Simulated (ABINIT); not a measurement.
Planning a run of ABINIT 10.8.3 on MoS2 (P6_3/mmc). The input:

```
acell 3*1.0 Angstrom
rprim 
  3.169000000004 -0.000000000001 0.000000000000
  -1.584500000001 2.744434504597 0.000000000000
  0.000000000000 0.000000000000 12.324000000000
ntypat 2
znucl 42 16
natom 6
typat 1 1 2 2 2 2
xred 
  0.333333333333 0.666666666667 0.250000000000
  0.666666666667 0.333333333333 0.750000000000
  0.333333333333 0.666666666667 0.623000000000
  0.666666666667 0.333333333333 0.123000000000
  0.333333333333 0.666666666667 0.877000000000
  0.666666666667 0.333333333333 0.377000000000
pp_dirpath "pseudos"
pseudos "Mo.upf, S.upf"
ecut 36
ngkpt 3 3 1
nshiftk 1
shiftk 0 0 0
kptopt 1
chksymbreak 0
istwfk *1
occopt 1
irdwfk 1
optdriver 3
nband 395
ecuteps 6.6
inclvkb 2
awtr 1
symchi 1
indata_prefix "in"
outdata_prefix "out"
tmpdata_prefix "tmp"
```

The database entry behind the starting cell differs from later determinations by our own check (about 0.3 % long), so it need not match the best structure at ambient conditions.

```sh
OMP_NUM_THREADS=1 mpirun -n 4 abinit run.abi > log
```

Q: How long will it take on 4 MPI ranks of Arm Neoverse V1, shared host, and how much memory?

It took 1.7 min; on shared hardware allow 50 s to 3.4 min. Peak host memory was 1.5 GiB.

[Paths, hosts, dates, memory and timing lines, banners, echoed tables and standing remarks are left out of the program output.]

[Logs are printed without paths, hosts, clocks, repeated set-up lines and the standing remarks that a program may print on its own settings, such as how far it seeks lower states.]

[Runs of the session that timed out or met a known fault of the program may be left out.]

[Hosts, paths, dates, database ids (printed as entryN), source tags and the programs' standing remarks are cut or masked in the printed files.]

[G0W0 gaps are taken among the corrected bands and points alone; a level outside them can change the order at an edge.]

[Where Ansatz stands beside ABINIT at settings called matched, ABINIT's density can come from a denser mesh and the files from another edition; pairs whose starting gaps differed by over 0.03 eV were left out, so agreement reads better than it is.]
